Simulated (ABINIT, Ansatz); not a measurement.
# KNbS3 (Pm-3m): zone-centre phonons, part 5 of 5

Which modes does KNbS3 (Pm-3m) have at the zone centre?

ABINIT 10.8.3; DFT PBEsol, scalar-relativistic, plane waves, PseudoDojo norm-conserving pseudopotentials.

So far, lowest optical zone-centre mode (cm⁻¹): step 5 (modes with the sum rule) 81.9; step 6 (ASR 0, chneut 0) 82.4.

The structure was built from a prototype and need not be the compound's stable phase.

**7. Cross-check with Ansatz**

A second program on the same cell, potentials, cutoff and meshes tests the implementation of the phonon response, not its convergence.

This step: DFT PBEsol, scalar-relativistic, plane waves, PseudoDojo norm-conserving pseudopotentials (Ansatz 0.2.0).

input.yaml

```yaml
crystal:
  lattice:
    - [4.8212556186, 0.0, 0.0]
    - [0.0, 4.8212556186, 0.0]
    - [0.0, 0.0, 4.8212556186]
  atoms:
    - { symbol: K, position: [0.0, 0.0, 0.0] }
    - { symbol: Nb, position: [0.5, 0.5, 0.5] }
    - { symbol: S, position: [0.5, 0.5, 0.0] }
    - { symbol: S, position: [0.5, 0.0, 0.5] }
    - { symbol: S, position: [0.0, 0.5, 0.5] }
kpoints:
  mp_grid: { grid: [6, 6, 6] }
hamiltonian:
  xc: pbesol
  pseudopotentials: { kind: nc, accuracy: standard }
scf:
  occupations: { method: fermi_dirac, width: 0.27211 }
output:
  eigenvalues: true
basis:
  ecutwfc: 1006.821
phonons:
  method: dfpt
```

Started as:

```sh
$ ansatz run input.yaml --threads 4 --pin off --max-ram 8192MiB --backend cpu --events-out ev --progress --plain --runs-dir out
```

Numbers of over 12 decimals in the logs are rounded to 6 here.

Log:

```text
Warning: basis.ecutwfc = 1006.821 eV is below the records' recommended 1115.666836 eV, and the density's cutoff is lower with it unless basis.ecutrho_ratio is high enough to keep the records' density cutoff: compare with a run at a higher cutoff
band count auto-derived: 27 (N_el = 40.0; filled up to band 20; 25 by the electrons, moments and atoms)
zone centre: on kpoints.mp_grid the ground state, and the responses unless they are solved on pairs of k-points, stand on 64 of the mesh's 216 k-points, reduced under 8 symmetry operations, with k and −k counted as one. Each operation leaves every solved displacement unchanged or reverses it
Engine: ansatz 0.2.0, x86_64-unknown-linux-gnu
Pseudopotentials: kind: nc
Pseudopotential: K, nc, valence charge 9, recommended cutoff 1006.821291 eV (normal), K.nc.azcp (PseudoDojo's, or run here from an input of PseudoDojo's; its table is named by hamiltonian.pseudopotentials.accuracy)
Pseudopotential: Nb, nc, valence charge 13, recommended cutoff 1115.666836 eV (normal), Nb.nc.azcp (PseudoDojo's, or run here from an input of PseudoDojo's; its table is named by hamiltonian.pseudopotentials.accuracy)
Pseudopotential: S, nc, valence charge 6, recommended cutoff 707.496042 eV (normal), S.nc.azcp (PseudoDojo's, or run here from an input of PseudoDojo's; its table is named by hamiltonian.pseudopotentials.accuracy)
Functional definition: PBEsol
  exchange = pbesol_x
  correlation = pbesol_c
Crystal: 5 atoms, lattice volume = 112.068 Å³
Basis set: ecut = 1006.821 eV, 8217 PW (Γ), exchange–correlation on 100×100×100 points (8 copies of the dense FFT grid, shifted against one another)
Bands: 27, of which v1, the nominal top of the filled ones, is band 20 counted from 1 (19 counted from 0)
Symmetry: 48 space group operations
k-points: 64 of 216 (irreducible under 8 space group operations)
Non-local potential: K, projectors of the file, l = 0: 2, l = 1: 2, l = 2: 2
Non-local potential: Nb, projectors of the file, l = 0: 2, l = 1: 2, l = 2: 2
Non-local potential: S, projectors of the file, l = 0: 2, l = 1: 2, l = 2: 2
Initial density: superposition of atomic densities (chi_scale 0.1, normalization cell, long waves kept (reshape's long-wave potential 0.00 eV rms))
Initial wavefunctions: pseudopotential atomic-orbital guess
Functional: x = pbesol(κ = 0.804, μ = 0.123457), c = pbesol(β = 0.046)
SCF iter   1: F=—  HF=-3416.178166 eV  |F-HF|=—  |Δ(HF+E_count)|=         —  Δρ=5.30e-2  dr2=5.84e0  ethr=3.10e-3  ⟨swp⟩=11.0  Hψ=10994  notcnv=0
preconditioner: auto → Kerker (q_TF=auto, 2.298 Å⁻¹)  [metal: Δε(μ)=0.711 eV  Ē_g=10.957 eV  σ=0.272 eV  W_gap=0.43  n_scr=26 (ndim 8)  ℏωp=19.2 eV  f_vac=0.000  D(μ)=0.81/eV (n_scr^D=0)]
SCF iter   2: F=—  HF=-3415.005135 eV  |F-HF|=—  |Δ(HF+E_count)|=    1.17e0  Δρ=2.06e-2  dr2=5.81e-1  ethr=3.10e-3  ⟨swp⟩=3.6  Hψ=4365  notcnv=0
SCF iter   3: F=—  HF=-3414.837763 eV  |F-HF|=—  |Δ(HF+E_count)|=   1.67e-1  Δρ=9.72e-3  dr2=1.85e-1  ethr=1.45e-3  ⟨swp⟩=2.6  Hψ=2583  notcnv=0
SCF iter   4: F=—  HF=-3414.762922 eV  |F-HF|=—  |Δ(HF+E_count)|=   7.48e-2  Δρ=2.84e-3  dr2=2.00e-2  ethr=4.62e-4  ⟨swp⟩=2.8  Hψ=3198  notcnv=0
SCF iter   5: F=—  HF=-3414.756796 eV  |F-HF|=—  |Δ(HF+E_count)|=   6.13e-3  Δρ=7.66e-4  dr2=7.89e-4  ethr=5.01e-5  ⟨swp⟩=2.2  Hψ=2880  notcnv=0
SCF iter   6: F=—  HF=-3414.757051 eV  |F-HF|=—  |Δ(HF+E_count)|=   2.56e-4  Δρ=1.72e-4  dr2=5.30e-5  ethr=1.97e-6  ⟨swp⟩=2.1  Hψ=2624  notcnv=0
SCF iter   7: F=—  HF=-3414.757078 eV  |F-HF|=—  |Δ(HF+E_count)|=   2.65e-5  Δρ=5.01e-5  dr2=5.06e-6  ethr=1.33e-7  ⟨swp⟩=2.0  Hψ=2716  notcnv=0
SCF iter   8: F=—  HF=-3414.757087 eV  |F-HF|=—  |Δ(HF+E_count)|=   9.63e-6  Δρ=1.49e-5  dr2=6.41e-7  ethr=1.27e-8  ⟨swp⟩=2.1  Hψ=2786  notcnv=0
SCF iter   9: F=—  HF=-3414.756720 eV  |F-HF|=—  |Δ(HF+E_count)|=   3.68e-4  Δρ=3.96e-6  dr2=1.86e-8  ethr=1.60e-9  ⟨swp⟩=2.7  Hψ=3188  notcnv=0
SCF iter  10: F=—  HF=-3414.756720 eV  |F-HF|=—  |Δ(HF+E_count)|=   3.02e-8  Δρ=1.58e-6  dr2=5.60e-9  ethr=4.66e-11  ⟨swp⟩=2.3  Hψ=3465  notcnv=0
SCF iter  11: F=—  HF=-3414.756720 eV  |F-HF|=—  |Δ(HF+E_count)|=  1.29e-10  Δρ=6.87e-7  dr2=9.12e-10  ethr=1.40e-11  ⟨swp⟩=2.2  Hψ=2549  notcnv=0
SCF iter  12: F=—  HF=-3414.756720 eV  |F-HF|=—  |Δ(HF+E_count)|=  4.55e-11  Δρ=1.54e-7  dr2=3.77e-11  ethr=2.28e-12  ⟨swp⟩=1.8  Hψ=2211  notcnv=0
SCF iter  13: F=-3414.756720 eV  HF=-3414.756720 eV  |F-HF|=0.00e0  |Δ(HF+E_count)|=  1.68e-11  Δρ=2.00e-8  dr2=4.52e-13  ethr=1.00e-12  ⟨swp⟩=13.2  Hψ=12337  notcnv=0
SCF 1 converged in 13 iterations: F = -3414.756720 eV  dr2 = 4.52e-13
DFPT response loops at Γ: preconditioner auto → Kerker (q_TF=auto, 2.298 Å⁻¹) (partly filled bands, converged f_vac=0.005); β = 1.00, the filter's whole step (`scf.mixing.beta` (0.50) is not read by the response loops under this deck's `scf.mixing.preconditioner`; to damp them name `kerker` or `kerker_dos`, under which they read `scf.mixing.beta`, and type it under 1.00, their step now; both keys bind the ground state too); Broyden in place of MSR1
SCF converged after 13 iterations
Free energy (F): -3414.756720 eV
Harris-Foulkes:  -3414.756720 eV  (|F-HF|=0.00e0)
Internal energy: -3414.287378 eV  (E = F + TS)
E sigma→0 (E₀):  -3414.522049 eV
Entropy (-TS):   -0.469341 eV (-93.868 meV/atom)
Fermi energy:    7.085933 eV
--- Per-component energies (eV) ---
  E_band       = -278.844975
  E_kinetic    = 1083.695398
  E_local      = -2530.133534  (includes V_loc(G=0)·N_el)
  E_nonlocal   = 454.020866
  E_hartree    = 694.482663
  E_xc         = -782.450408
  E_vxc        = -675.393031  (∫ρ·V_xc dr)
  E_ewald      = -2333.902363
  E_smearing   = -0.469341  (= −TS)
  E_closure    = 0.000000  (closes the sum)
  Σ components = -3414.756720   (vs F -3414.756720, Δ=0.00e0)
--- Band table (eV; the first three rows and the last of 64) ---
  k-point 0: bands = [... 16 lower, 5.7754, 6.3280, 6.3280, 6.3280, 6.5182, 6.5182, 6.5182, 8.5605, ... 3 higher]
  k-point 1: bands = [... 16 lower, 5.6209, 5.6633, 6.2647, 6.2647, 6.3443, 7.4306, 7.4306, 8.5788, ... 3 higher]
  k-point 2: bands = [... 16 lower, 4.7997, 5.3471, 6.2311, 6.2311, 6.3774, 8.5507, 8.5507, 8.6057, ... 3 higher]
  k-point 63: bands = [... 16 lower, 2.6445, 7.1482, 7.1482, 7.1482, 9.5019, 9.5019, 9.5019, 11.2451, ... 3 higher]
--- Phonons (Γ-DFPT): 4 representative perturbations + reference, on 64 of 216 k-points (Σ response iterations 12) ---
  k mesh reduced under 8 symmetry operations, with k and −k counted as one. Each operation leaves every solved displacement unchanged or reverses it
  ASR residual: 8.415e-4 → 0.000e0 eV/Å²; symmetrization residual: 2.933e-5 eV/Å²
  ASR residual per site (eV/Å²): 3.16e-5 8.41e-4 6.30e-5 6.30e-5 6.30e-5
  Γ frequencies (cm⁻¹): 0.00 0.00 0.00 81.90 81.90 81.90 120.58 120.58 120.58 129.27 129.27 129.27 333.20 333.20 333.20
  non-analytic LO–TO correction: not included (Born effective charges unavailable; polar crystals: no LO–TO splitting at Γ)
```

It took 75 s on 4 threads of Intel Xeon at 2.70GHz, shared host; peak memory 2.4 GiB.

Read from the output:

```
sum-rule residual before enforcement             : 8.41e-4 eV/Å²
highest optical zone-centre mode (no LO-TO term) : 333.2 cm⁻¹
lowest optical zone-centre mode                  : 81.9 cm⁻¹
```

**8. Side by side: ABINIT PseudoDojo and Ansatz, PseudoDojo**

Worked out from the results:

- root-mean-square difference: 0.04 cm⁻¹
- largest difference: 0.06 cm⁻¹

At the zone centre the largest difference (acoustic modes at Γ apart) is 0.02 % of the highest mode.

**9. Outcome**

- space group after relaxation: Pm-3m
- volume per atom: 22.4 Å³
- highest optical zone-centre mode (no LO-TO term): 333.1 cm⁻¹
- lowest optical zone-centre mode: 81.9 cm⁻¹
- imaginary optical modes at the zone centre (no q mesh in this session): none
- largest difference from Ansatz, PseudoDojo: 0.06 cm⁻¹

At the PBEsol level the optical modes of KNbS3 (Pm-3m) at the zone centre run from 82 to 333 cm⁻¹. ABINIT PseudoDojo and Ansatz, PseudoDojo agree to 0.06 cm⁻¹ (0.02 % of the highest mode compared) on all solved modes but the acoustic ones at Γ, without the LO-TO term. These are harmonic frequencies: anharmonic shifts and widths and the lattice's thermal expansion are left out. The Fermi-Dirac smearing of 0.01 Ha is an electronic temperature of 3158 K, which adds a pressure of its own and can shift the volume and soft modes. In a metal the frequencies hang on the k mesh and the smearing, most of all near Kohn anomalies. Ansatz warns that the cutoff lies 10 % under the one recommended for these files; agreement at one cutoff is not convergence. The structure is a hypothetical one, built on a prototype.

[Host names and launcher messages were left out of these logs when they were recorded.]

[Logs are printed without paths, hosts, clocks, repeated set-up lines and the standing remarks that a program may print on its own settings, such as how far it seeks lower states.]

[Hosts, paths, dates, database ids (printed as entryN), source tags and the programs' standing remarks are cut or masked in the printed files.]
